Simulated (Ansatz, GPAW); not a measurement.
# Work function of I/Mo(110) at several levels, part 3 of 3

Aim: the work function of both faces of I/Mo(110), and its spread over functionals and bases.

GPAW 26.7.0 and Ansatz 0.2.0; Ansatz plane waves; slab in vacuum with a dipole correction, relaxation; PAW set soft_1 (the session's first sound run).

So far, upper work function (eV): step 2 (relaxation, PBE) 3.99; step 4 (self-consistent run: xc = "RPBE") 3.90; step 5 (self-consistent run: xc = "revPBE") 3.90; step 6 (OptPBE vdW: xc = "optPBE-vdW", GPAW, PAW setups, GPAW) 4.20; step 7 (real-space grid: mode = "fd", PBE, GPAW) 3.99.

## Step 9: A second plane-wave code

A second program with its own datasets checks the number independently.

This step: Ansatz plane waves; slab in vacuum with a dipole correction; PAW set soft_1 (Ansatz 0.2.0).

input.yaml reads:

```yaml
crystal:
  lattice:
    - [4.4547727215, -3.15, 0.0]
    - [4.4547727215, 3.15, 0.0]
    - [0.0, 0.0, 23.3599884737]
  atoms:
    - { symbol: Mo, position: [0.0, 0.0, 0.2996576821] }
    - { symbol: Mo, position: [0.25, 0.25, 0.3950081727] }
    - { symbol: Mo, position: [0.0017643604, 0.0017643604, 0.4895498011] }
    - { symbol: Mo, position: [0.2409103166, 0.2409103166, 0.5856502492] }
    - { symbol: Mo, position: [0.0, 0.5, 0.2996576821] }
    - { symbol: Mo, position: [0.25, 0.75, 0.3950081727] }
    - { symbol: Mo, position: [0.0003641517, 0.4996444817, 0.4920512136] }
    - { symbol: Mo, position: [0.2535289163, 0.7504155055, 0.5840401506] }
    - { symbol: Mo, position: [0.5, 0.0, 0.2996576821] }
    - { symbol: Mo, position: [0.75, 0.25, 0.3950081727] }
    - { symbol: Mo, position: [0.4996444817, 0.0003641517, 0.4920512136] }
    - { symbol: Mo, position: [0.7504155055, 0.2535289163, 0.5840401506] }
    - { symbol: Mo, position: [0.5, 0.5, 0.2996576821] }
    - { symbol: Mo, position: [0.75, 0.75, 0.3950081727] }
    - { symbol: Mo, position: [0.4993970243, 0.4993970243, 0.4908891019] }
    - { symbol: Mo, position: [0.7549642845, 0.7549642845, 0.5822847719] }
    - { symbol: I, position: [0.4324160631, 0.4324160631, 0.6835150882] }
kpoints:
  mp_grid: { grid: [6, 6, 1] }
hamiltonian:
  xc: pbe
  pseudopotentials: { kind: paw, azcp: { folder: soft_1 } }
scf:
  occupations: { method: fermi_dirac, width: 0.1 }
efield:
  axis: 3
  dipole_correction: true
  ramp_width: 0.05
output:
  forces: true
  write_potential: true
  write_density: true
  volumetric_format: npy
  elf: true
```

Launch:

```bash
> ansatz run input.yaml --threads 4 --pin off --max-ram 8192MiB --backend cpu --events-out ev --progress --plain --runs-dir out
```

Numbers of over 12 decimals in the logs are rounded to 6 here.

What it wrote:

```text
[...]
Crystal: 17 atoms, lattice volume = 655.600 Å³
Basis set: ecut = 420 eV, 12835 PW (Γ), exchange–correlation on 80×80×320 points (8 copies of the dense FFT grid, shifted against one another)
Bands: 145, of which v1, the nominal top of the filled ones, is band 121 counted from 1 (120 counted from 0)
Symmetry: 2 space group operations
[...]
k-points: 13 of 36 (time reversal used)
[...]
SCF iter   1: F=—  HF=-86814.898390 eV  |F-HF|=—  |Δ(HF+E_count)|=         —  Δρ=6.39e-2  dr2=7.47e1  ethr=3.10e-3  p=0.000 e·Å  D=3.29e-8 V/Å  ΔV_dip=-0.00 eV  dr2_dipole=1.90e-2  V_vac-E_F(+/−)=6.08/6.08 eV  ⟨swp⟩=9.2  Hψ=9017  notcnv=0
[...]
SCF iter  12: F=-86802.455409 eV  HF=-86802.455409 eV  |F-HF|=1.78e-8  |Δ(HF+E_count)|=   2.59e-8  Δρ=9.61e-7  dr2=9.80e-9  ethr=4.15e-11  p=0.102 e·Å  D=2.81e-2 V/Å  ΔV_dip=-0.66 eV  dr2_dipole=1.34e-10  V_vac-E_F(+/−)=3.99/4.65 eV  ⟨swp⟩=15.1  Hψ=15253  notcnv=0
SCF 1 converged in 12 iterations: F = -86802.455409 eV  dr2 = 9.80e-9
[...]
SCF converged after 12 iterations
Free energy (F): -86802.455409 eV
[...]
Internal energy: -86802.002428 eV  (E = F + TS)
E sigma→0 (E₀):  -86802.228919 eV
Entropy (-TS):   -0.452982 eV (-26.646 meV/atom)
Fermi energy:    6.158440 eV
Dipole field:    D = 0.028142 V/Å  (p = 0.101959 e·Å, saw-weighted, corrected)
Work function:   Φ+ = 3.9900 eV   Φ− = 4.6474 eV
[...]
--- Forces (eV/Å), atoms counted from 1 ---
  atom   1  Mo    -0.00509987     0.00000000     0.48508405
  atom   2  Mo     0.06122723     0.00000000    -0.60433622
  atom   3  Mo     0.00214880     0.00000000     0.01136253
  atom   4  Mo     0.00731879     0.00000000    -0.00431429
  atom   5  Mo     0.01291569    -0.03462407     0.55051547
  atom   6  Mo    -0.01227434     0.04266671    -0.39934886
  atom   7  Mo    -0.00029530    -0.00497560    -0.01173244
  atom   8  Mo    -0.00173733    -0.00379114     0.00024491
  atom   9  Mo     0.01291569     0.03462407     0.55051547
  atom  10  Mo    -0.01227434    -0.04266671    -0.39934886
  atom  11  Mo    -0.00029530     0.00497560    -0.01173244
  atom  12  Mo    -0.00173733     0.00379114     0.00024491
  atom  13  Mo    -0.03171064     0.00000000     0.43150626
  atom  14  Mo    -0.03344054     0.00000000    -0.61959201
  atom  15  Mo    -0.00421237     0.00000000     0.00949915
  atom  16  Mo     0.01345494     0.00000000     0.00482933
  atom  17  I     -0.00690255     0.00000000     0.00656949
  max |Σ_I F_I| component: 3.36e-5 eV/Å
--- Band table (eV; the first three rows and the last of 13) ---
  k-point 0: bands = [... 117 lower, 6.7476, 6.8858, 7.0193, 7.0837, 7.1907, 7.2664, 7.2731, 7.3232, ... 20 higher]
  k-point 1: bands = [... 117 lower, 6.5481, 6.6212, 6.7683, 6.8211, 6.8682, 7.0833, 7.1562, 7.1891, ... 20 higher]
  k-point 2: bands = [... 117 lower, 5.7472, 5.8839, 5.9972, 6.2522, 6.4841, 6.6429, 6.7255, 6.8879, ... 20 higher]
  k-point 12: bands = [... 117 lower, 5.4348, 5.4380, 5.4428, 5.4712, 5.5496, 5.5938, 5.8341, 5.9398, ... 20 higher]
```

Elapsed: 66 s, on 4 threads of Arm Neoverse V1, shared host; peak memory 2.4 GiB.

The column dr2 measures how far the density is from self-consistency, as an energy; F and HF (Harris–Foulkes) agree once it is small.

This step gave:

| Property | Result |
| --- | --- |
| lower work function | 4.647 eV |
| dipole along the normal | 0.1020 e·Å |
| dipole field | 0.02814 V/Å |

The electrostatic potential energy of an electron (with the applied field's), less the Fermi level, planar mean oscillates, so the rows of the table below give means over windows of 1 Å about each position, cut where the curve ends. Its maxima inside the range that stand out by 2 % of the span (Å: eV): 8.2: -2.28, 10.4: -2.17, 12.6: -2.73, 15.0: 0.419. Its minima: 7.0: -22.6, 9.2: -23.0, 11.5: -22.9, 13.6: -22.5, 15.6: -1.21.

The electrostatic potential energy of an electron (with the applied field's), less the Fermi level, planar mean by z; means over each step:

| z (Å) | electrostatic potential energy of an electron (with the applied field's), less the Fermi level, planar mean (eV) |
| --- | --- |
| 0 | 4.56 |
| 1 | 4.65 |
| 2 | 4.65 |
| 3 | 4.64 |
| 4 | 4.58 |
| 5 | 3.92 |
| 6 | -3.04 |
| 7 | -19.4 |
| 8 | -5.74 |
| 9 | -18.4 |
| 10 | -8.52 |
| 11 | -14.3 |
| 12 | -13.3 |
| 13 | -10.9 |
| 14 | -16.2 |
| 15 | -0.805 |
| 16 | -1.06 |
| 17 | 2.20 |
| 18 | 3.90 |
| 19 | 3.98 |
| 20 | 3.99 |
| 21 | 3.99 |
| 22 | 3.99 |
| 23 | 4.15 |

The valence density, planar mean by z:

| z (Å) | valence density, planar mean (e/Å³) |
| --- | --- |
| 3.0 | 1.5e-4 |
| 3.5 | 5.0e-4 |
| 4.0 | 0.00168 |
| 4.5 | 0.00546 |
| 5.0 | 0.0175 |
| 5.5 | 0.0542 |
| 6.0 | 0.189 |
| 6.5 | 0.918 |
| 7.0 | 1.62 |
| 7.5 | 0.934 |
| 8.0 | 0.342 |
| 8.5 | 0.537 |
| 9.0 | 1.44 |
| 9.5 | 1.38 |
| 10.0 | 0.485 |
| 10.5 | 0.339 |
| 11.0 | 0.990 |
| 11.5 | 1.60 |
| 12.0 | 0.886 |
| 12.5 | 0.359 |
| 13.0 | 0.666 |
| 13.5 | 1.55 |
| 14.0 | 1.23 |
| 14.5 | 0.321 |
| 15.0 | 0.148 |
| 15.5 | 0.300 |
| 16.0 | 0.549 |
| 16.5 | 0.221 |
| 17.0 | 0.0567 |
| 17.5 | 0.0142 |
| 18.0 | 0.00321 |
| 18.5 | 7.2e-4 |
| 19.0 | 1.7e-4 |
| 19.5 | 4.0e-5 |

Force by atom:

| atom | x (eV/Å) | y (eV/Å) | z (eV/Å) | size |
| --- | --- | --- | --- | --- |
| Mo1 | -0.005 | 0.000 | 0.485 | 0.485 |
| Mo2 | 0.061 | 0.000 | -0.604 | 0.607 |
| Mo3 | 0.002 | 0.000 | 0.011 | 0.012 |
| Mo4 | 0.007 | 0.000 | -0.004 | 0.008 |
| Mo5 | 0.013 | -0.035 | 0.551 | 0.552 |
| Mo6 | -0.012 | 0.043 | -0.399 | 0.402 |
| Mo7 | 0.000 | -0.005 | -0.012 | 0.013 |
| Mo8 | -0.002 | -0.004 | 0.000 | 0.004 |
| Mo9 | 0.013 | 0.035 | 0.551 | 0.552 |
| Mo10 | -0.012 | -0.043 | -0.399 | 0.402 |
| Mo11 | 0.000 | 0.005 | -0.012 | 0.013 |
| Mo12 | -0.002 | 0.004 | 0.000 | 0.004 |
| Mo13 | -0.032 | 0.000 | 0.432 | 0.433 |
| Mo14 | -0.033 | 0.000 | -0.620 | 0.620 |
| Mo15 | -0.004 | 0.000 | 0.009 | 0.010 |
| Mo16 | 0.013 | 0.000 | 0.005 | 0.014 |
| I17 | -0.007 | 0.000 | 0.007 | 0.010 |

Valence density in the ca plane at fractional y = 0.000, with atoms of Mo within 0.2 Å of it. It is the smooth field of the valence electrons, not physical close to the nuclei.

Ten steps, logarithmic in the rise over the least value, from '0' (0.0 e/Å³) to '9' (7.0 e/Å³), each cell a mean:
```
99853333335899853333221100000000000000000000
88643333334688643333321100000000000000000000
55433333333455433333321100000000000000000000
44333333333334333334321100000000000000000000
55433333333455433333321100000000000000000000
88643333334688753333321100000000000000000000
99853333334899964333221100000000000000000000
99853333335899964333221100000000000000000000
99743333334789853333321100000000000000000000
66533333333566543333321100000000000000000000
44333333333344433344321100000000000000000000
44333333333344433344321100000000000000000000
76533333333567543333321100000000000000000000
99743333334799853333321100000000000000000000
99853333335899963333221100000000000000000000
```
Columns run along c (16.0 Å, from fractional 0.29 to 0.98 of the cell), rows up along a (5.5 Å). Atoms in or near the plane, at fractional coordinates: Mo at (0.30, 0.00), Mo at (0.49, 0.00), Mo at (0.30, 0.50), Mo at (0.49, 0.50).

ELF in the ca plane at fractional y = 0.000, with atoms of Mo within 0.2 Å of it. It is the smooth field of the valence electrons, not physical close to the nuclei.

Values, 8 rows by 16 columns, each cell a mean:
```
0.62 0.35 0.32 0.33 0.61 0.42 0.35 0.38 0.31 0.04 0.00 0.00 0.00 0.00 0.00 0.00
0.32 0.37 0.30 0.39 0.31 0.32 0.34 0.38 0.25 0.03 0.01 0.00 0.00 0.00 0.00 0.00
0.40 0.35 0.30 0.36 0.37 0.32 0.33 0.35 0.19 0.04 0.03 0.01 0.00 0.00 0.00 0.00
0.61 0.37 0.35 0.34 0.60 0.50 0.35 0.36 0.17 0.04 0.03 0.01 0.00 0.00 0.00 0.00
0.62 0.35 0.32 0.32 0.59 0.45 0.35 0.36 0.20 0.03 0.01 0.00 0.00 0.00 0.00 0.00
0.32 0.37 0.30 0.39 0.32 0.34 0.36 0.37 0.25 0.03 0.00 0.00 0.00 0.00 0.00 0.00
0.40 0.35 0.30 0.36 0.38 0.33 0.37 0.38 0.31 0.04 0.00 0.00 0.00 0.00 0.00 0.00
0.61 0.37 0.35 0.34 0.61 0.48 0.37 0.41 0.33 0.05 0.00 0.00 0.00 0.00 0.00 0.00
```
Columns run along c (16.0 Å, from fractional 0.29 to 0.98 of the cell), rows up along a (5.5 Å). Atoms in or near the plane, at fractional coordinates: Mo at (0.30, 0.00), Mo at (0.49, 0.00), Mo at (0.30, 0.50), Mo at (0.49, 0.50).

Electrostatic potential energy in the ca plane at fractional y = 0.000, with atoms of Mo within 0.2 Å of it. With pseudopotentials it is smooth inside the atoms' cores, unlike the true potential.

Ten even steps from '0' (-62 eV) to '9' (11 eV), each cell a mean:
```
00279999997200269999999999999999999999999999
23589999998533589999999999999999999999999999
77899988999877899999999999999999999999999999
88999988999988999988999999999999999999999999
77899988999877889998999999999999999999999999
23589999998632479999999999999999999999999999
00279999997300158999999999999999999999999999
00269999997200058999999999999999999999999999
01479999998410268999999999999999999999999999
55789999999755689998999999999999999999999999
88999988999988899988999999999999999999999999
88999988999888899988999999999999999999999999
55789999998755689999999999999999999999999999
01479999997300379999999999999999999999999999
00269999996100158999999999999999999999999999
```
Columns run along c (16.0 Å, from fractional 0.29 to 0.98 of the cell; values clipped at the 3rd and 97th percentile), rows up along a (5.5 Å). Atoms in or near the plane, at fractional coordinates: Mo at (0.30, 0.00), Mo at (0.49, 0.00), Mo at (0.30, 0.50), Mo at (0.49, 0.50).

The upper face's work function is 3.990 eV, against 3.991 eV in the first plane-wave PBE run at this geometry.

## Step 10: Side by side

Results and costs are gathered.

This step: comparison of work functions, dipole and cost; PAW set soft_1 (GPAW 26.7.0).

Ladder, by row:

| step | code | work function, upper (eV) | work function, lower (eV) | dipole (e Å) | wall time (s) | peak memory (GiB) | threads |
| --- | --- | --- | --- | --- | --- | --- | --- |
| pw | GPAW | 3.991 | 4.639 | 0.1009 | 1863 | 0.9 | 1 |
| RPBE | GPAW | 3.901 | 4.49 | 0.09151 | 1907 | 0.9 | 1 |
| revPBE | GPAW | 3.899 | 4.51 | 0.09496 | 1987 | 0.9 | 1 |
| optPBE-vdW | GPAW | 4.199 | 4.813 | 0.0956 | 1978 | 1.25 | 1 |
| fd | GPAW | 3.99 | 4.638 | 0.1006 | 8227 | 5.18 | 1 |
| ansatz | Ansatz | 3.99 | 4.647 | 0.102 | 65.98 | 2.381 | 4 |

## Step 11: Summary of results

```json
{"work function, upper and lower face": "3.991 and 4.639 eV", "dipole along the normal": "0.101 e Å"}
```

With plane waves and PBE the work function is 3.99 eV on the upper face and 4.64 eV on the lower. The two faces differ by 0.65 eV, the step that the slab's dipole makes (e p/(ε0 A) gives 0.65 eV), so the dipole layer is needed. Over the sound runs of the table the upper face's work function spans 3.899 (revPBE) to 4.199 eV (optPBE-vdW). The two plane-wave codes differ by 5.4e-4 eV on the upper face. The cell of 28.1 Å² holds one I, started on one chosen site; other sites and coverages weren't tried. The in-plane lattice was kept as typed, which isn't the functional's own and leaves some strain; spin-orbit coupling and temperature are left out.

[Logs are printed without paths, hosts, clocks, repeated set-up lines and the standing remarks that a program may print on its own settings, such as how far it seeks lower states.]

[Hosts, paths, dates, database ids (printed as entryN), source tags and the programs' standing remarks are cut or masked in the printed files.]
